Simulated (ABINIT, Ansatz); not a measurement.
# Cl (Cmce): changed settings of a GW run in ABINIT, part 2 of 2

What do changed inputs do to GW on Cl (Cmce)?

ABINIT 10.8.3; PBE and many-body steps on it, plane waves. Known limits of the many-body steps: not at the basis limit; coarse k mesh.

So far. Step 2 (Screening, 4×4×2 mesh, 318 bands, screening to 176.9 eV): Local fields lower ε∞ by 19 %. On a Γ-centred mesh this coarse the value itself is usually too large, while a short band sum pulls it down. Step 3 (Base): The gap on the mesh goes from 2.47 eV to 5.62 eV, a correction of +3.15 eV.

## 4. Exchange cutoff

Level of this step: G0W0 on PBE, plane waves, norm-conserving pseudopotentials (ABINIT).

Input file run.abi:

```
acell 3*1.0 Angstrom
rprim 
  3.145000000000 -2.250000000000 0.000000000000
  3.145000000000 2.250000000000 0.000000000000
  0.000000000000 0.000000000000 8.210000000000
ntypat 1
znucl 17
natom 4
typat 1 1 1 1
xred 
  0.870000000000 0.130000000000 0.100000000000
  0.630000000000 0.370000000000 0.600000000000
  0.130000000000 0.870000000000 0.900000000000
  0.370000000000 0.630000000000 0.400000000000
pp_dirpath "pseudos"
pseudos "Cl.upf"
ecut 25
ngkpt 4 4 2
nshiftk 1
shiftk 0 0 0
kptopt 1
chksymbreak 0
istwfk *1
occopt 1
irdwfk 1
optdriver 4
nband 318
gwcalctyp 0
ecutsigx 7.5
symsigma 1
nkptgw 2
kptgw 
  0.5000000000 0.5000000000 0.0000000000
  0.0000000000 0.0000000000 0.0000000000
bdgw 
  13 16
  13 16
ecuteps 6.5
irdscr 1
ppmodel 1
indata_prefix "in"
outdata_prefix "out"
tmpdata_prefix "tmp"
```

On the command line:

```bash
$ OMP_NUM_THREADS=1 mpirun -n 4 abinit run.abi > log
```

The program printed:

```text
.Version 10.8.3 of ABINIT. v10.8.2 released Aug 2026.

 Symmetries : space group Cm c a (# 64); Bravais oC (1-face-center ortho.)
[... echo of the input left out ...]
== DATASET  1 ==================================================================
-   mpi_nproc: 4, omp_nthreads: 1 (-1 if OMP is not activated)

--- !DatasetInfo
iteration_state: {dtset: 1, }
dimensions: {natom: 4, nkpt: 14, mband: 318, nsppol: 1, nspinor: 1, nspden: 1, mpw: 4726, }
cutoff_energies: {ecut:  25.0, pawecutdg:  -1.0, }
electrons: {nelect:   2.80000000E+01, charge:   0.00000000E+00, occopt:   1.00000000E+00, tsmear:   1.00000000E-02, }

 SIGMA: Calculation of the GW corrections

 Based on a program developped by R.W. Godby, V. Olevano, G. Onida, and L. Reining.
 Incorporated in ABINIT by V. Olevano, G.-M. Rignanese, and M. Torrent.
.Using double precision arithmetic ; gwpc =  8

[... cell and pseudopotentials left out ...]
--------------------------------------------------------------------------------

 ==== K-mesh for the wavefunctions ====
 Number of points in the irreducible wedge :    14
[... list of points left out ...]
 Together with  8 symmetry operations and time-reversal symmetry
 yields    32 points in the full Brillouin Zone.

 ==== Q-mesh for screening function ====
 Number of points in the irreducible wedge :    14
[... list of points left out ...]
 Together with  8 symmetry operations and time-reversal symmetry
 yields    32 points in the full Brillouin Zone.

 vcoul_init : cutoff-mode = AUXILIARY_FUNCTION
 q-points for optical limit:   1
     1)      0.000010    0.000020    0.000030
 setmesh: FFT mesh size selected  =    30x   30x   60
          total number of points  =        54000

 Number of electrons calculated from density =   28.0000; Expected =   28.0000
[...]
number of omega for Sigma on real axis              0
 max omega for Sigma on real axis  [eV]           0.00
 zcut for avoiding poles [eV]                     0.10

 EPSILON^-1 parameters (SCR file):
 dimension of the eps^-1 matrix on file            611
 dimension of the eps^-1 matrix used               611
 number of plane-waves for wavefunctions          4675
 number of bands                                   318
 number of q-points in IBZ                          14
 number of frequencies                               2
 number of real frequencies                          1
 number of imag frequencies                          1

 matrix elements of self-energy operator (all in [eV])

 Perturbative Calculation

--- !SelfEnergy_ee
iteration_state: {dtset: 1, }
kpoint     : [   0.500,    0.500,    0.000, ]
spin       : 1
KS_gap     :    2.546
QP_gap     :    5.758
Delta_QP_KS:    3.212
data: !SigmaeeData |
     Band     E0 <VxcDFT>   SigX SigC(E0)      Z dSigC/dE  Sig(E)    E-E0       E
       13  -1.186 -14.321 -18.709   2.245   0.785  -0.274 -16.003  -1.682  -2.868
       14  -0.824 -14.674 -19.091   2.207   0.789  -0.268 -16.418  -1.744  -2.568
       15   1.722 -14.106  -8.963  -3.282   0.789  -0.267 -12.637   1.469   3.191
[...]
--- !SelfEnergy_ee
iteration_state: {dtset: 1, }
kpoint     : [   0.000,    0.000,    0.000, ]
spin       : 1
KS_gap     :    2.525
QP_gap     :    5.674
Delta_QP_KS:    3.149
data: !SigmaeeData |
     Band     E0 <VxcDFT>   SigX SigC(E0)      Z dSigC/dE  Sig(E)    E-E0       E
[...]
15   1.645 -13.980  -8.946  -3.250   0.791  -0.264 -12.569   1.411   3.056
       16   2.208 -14.626  -9.183  -3.447   0.783  -0.277 -13.063   1.563   3.771

== END DATASET(S) ==============================================================
================================================================================

 -outvars: echo values of variables after computation  --------
           etotal      0.0000000000E+00
            nband         318
             nkpt          14
          spgroup          64
 [... the other variables as echoed above ...]

 Calculation completed.
```

Run time: 4.6 min. Hardware: 4 MPI ranks of Arm Neoverse N1, shared host; peak memory 5.5 GiB; 19 min of CPU time.

Numbers from this step:

```
G0W0 gap on the points computed              : 5.624 eV
starting gap on the mesh                     : 2.469 eV
k of the valence top                         : 0.5, 0.5, 0
k of the conduction bottom                   : 0, 0, 0
Z at the valence top                         : 0.789
Z at the conduction bottom                   : 0.791
least direct G0W0 gap on the computed points : 5.674 eV
```

## 5. Point off the mesh

run.abi, as its differences from that of step 4:

```diff
@@ -28,11 +28,9 @@
 gwcalctyp 0
-ecutsigx 7.5
+ecutsigx 25
 symsigma 1
-nkptgw 2
+nkptgw 1
 kptgw 
-  0.5000000000 0.5000000000 0.0000000000
-  0.0000000000 0.0000000000 0.0000000000
+  0.137 0.291 0
 bdgw 
-  13 16
-  13 16
+  14 15
 ecuteps 6.5
```

The program printed:

```text
.Version 10.8.3 of ABINIT. v10.8.2 released Aug 2026.

 Symmetries : space group Cm c a (# 64); Bravais oC (1-face-center ortho.)
================================================================================
 Values of the parameters that define the memory need of the present run
     intxc =       0    ionmov =       0      iscf =       7    lmnmax =       6
     lnmax =       6     mgfft =      72  mpssoang =       3    mqgrid =    3493
     natom =       4  nloc_mem =       1    nspden =       1   nspinor =       1
    nsppol =       1      nsym =       8    n1xccc =    2501    ntypat =       1
    occopt =       1   xclevel =       2
-    mband =         318        mffmem =           1         mkmem =           4
       mpw =        4726          nfft =       93312          nkpt =          14
================================================================================
  Rough estimation (10% accuracy) of disk space for files :
================================================================================

--------------------------------------------------------------------------------
------------- Echo of variables that govern the present computation ------------
--------------------------------------------------------------------------------
 -outvars: echo values of preprocessed input variables --------
            acell      1.8897261259E+00  1.8897261259E+00  1.8897261259E+00 Bohr

             bdgw          14      15
      chksymbreak           0
             ecut      2.50000000E+01 Hartree
          ecuteps      6.50000000E+00 Hartree
         ecutsigx      2.50000000E+01 Hartree
          ecutwfn      2.50000000E+01 Hartree
-          fftalg         312
           irdscr           1
           irdwfk           1

              ixc     -101130
[...]
R(2)=  5.9431887  4.2518838  0.0000000  G(2)=  0.0841299  0.1175949  0.0000000
 R(3)=  0.0000000  0.0000000 15.5146515  G(3)=  0.0000000  0.0000000  0.0644552
 Unit cell volume ucvol=  7.8410265E+02 bohr^3
 Angles (23,13,12)=  9.00000000E+01  9.00000000E+01  7.11614758E+01 degrees

--- Pseudopotential description ------------------------------------------------
- Cl Generated using ONCVPSP code by D. R. Hamann
- 17.00000   7.00000  171031                  znucl, zion, pspdat
12 -101130 2 -1 1028                          pspcod,pspxc,lmax,lloc,mmax
     nproj     2     2     2
  pspatm : epsatm=    9.12776517
         --- l  ekb(1:nproj) -->
[...]
1    3.821713    1.107519
             2   -2.938609   -0.805455
 pspatm: atomic psp has been read  and splines computed

   1.02230970E+03                                ecore*ucvol(ha*bohr**3)
--------------------------------------------------------------------------------

 ==== K-mesh for the wavefunctions ====
 Number of points in the irreducible wedge :    14
 Reduced coordinates and weights :

     1)     0.00000000E+00  0.00000000E+00  0.00000000E+00       0.03125
     2)     2.50000000E-01  0.00000000E+00  0.00000000E+00       0.12500
     3)     5.00000000E-01  0.00000000E+00  0.00000000E+00       0.06250
[...]
13)    -2.50000000E-01  2.50000000E-01  5.00000000E-01       0.06250
    14)     5.00000000E-01  5.00000000E-01  5.00000000E-01       0.03125

 Together with  8 symmetry operations and time-reversal symmetry
 yields    32 points in the full Brillouin Zone.

--- !ERROR
message: |
    k-point [ 1.3700E-01,  2.9100E-01,  0.0000E+00]  not in the list of k points treated in the preparatory SCF run.
     Change kptgw, or shiftk of previous run.

--- !ERROR
message: |
    k-point [ 1.3700E-01,  2.9100E-01,  0.0000E+00]  not in the list of k points treated in the preparatory SCF run.
     Change kptgw, or shiftk of previous run.

--- from the log ---
k-point [ 1.3700E-01,  2.9100E-01,  0.0000E+00]  not in the list of k points treated in the preparatory SCF run.
     Change kptgw, or shiftk of previous run.
```

It took 1.7 s on 4 MPI ranks; peak memory 0.06 GiB.

The run stopped with an error after 1.7 s.

The program's words: k-point [ 1.3700E-01,  2.9100E-01,  0.0000E+00]  not in the list of k points treated in the preparatory SCF run. Change kptgw, or shiftk of previous run.

The fault put into this input: point off the mesh.

## 6. Side by side

Times are wall times on 4 MPI ranks of Arm Neoverse N1, shared host, good to a factor of about two. A run's time includes the screening step that it read.

| run | mesh | bands | screening cutoff (eV) | DFT gap (eV) | gap on the mesh (eV) | direct (eV) | ε∞ used | time |
| --- | --- | --- | --- | --- | --- | --- | --- | --- |
| base | 4×4×2 | 318 | 176.9 | 2.469 | 5.621 | 5.672 | 2.81 | 21 min |
| exchange cutoff | 4×4×2 | 318 | 176.9 | 2.469 | 5.624 | 5.674 | 2.81 | 21 min |

## 7. Summary of results

```yaml
base: 5.621 eV
exchange_cutoff: 5.624 eV
known_limits: not at the basis limit; coarse k mesh
```

What this shows: Exchange cutoff: +0.003 eV against base (keys changed: ecutsigx). Bands and cutoff are finite, so the gap is not at the basis limit. The miss can reach some tenths of an eV and take either sign; the mesh is an error of its own. In the G0W0 runs levels were corrected at 2 k points alone, so a gap called «on the mesh» is the least over those, and an edge elsewhere would be missed. The 4×4×2 mesh is coarse for this cell, which bears on the long-range parts of exchange and screening.

[Paths, hosts, dates, memory and timing lines, banners, echoed tables and standing remarks are left out of the program output.]

[Logs are printed without paths, hosts, clocks, repeated set-up lines and the standing remarks that a program may print on its own settings, such as how far it seeks lower states.]

[Runs of the session that timed out or met a known fault of the program may be left out.]

[Hosts, paths, dates, database ids (printed as entryN), source tags and the programs' standing remarks are cut or masked in the printed files.]

[G0W0 gaps are taken among the corrected bands and points alone; a level outside them can change the order at an edge.]

[Where Ansatz stands beside ABINIT at settings called matched, ABINIT's density can come from a denser mesh and the files from another edition; pairs whose starting gaps differed by over 0.03 eV were left out, so agreement reads better than it is.]
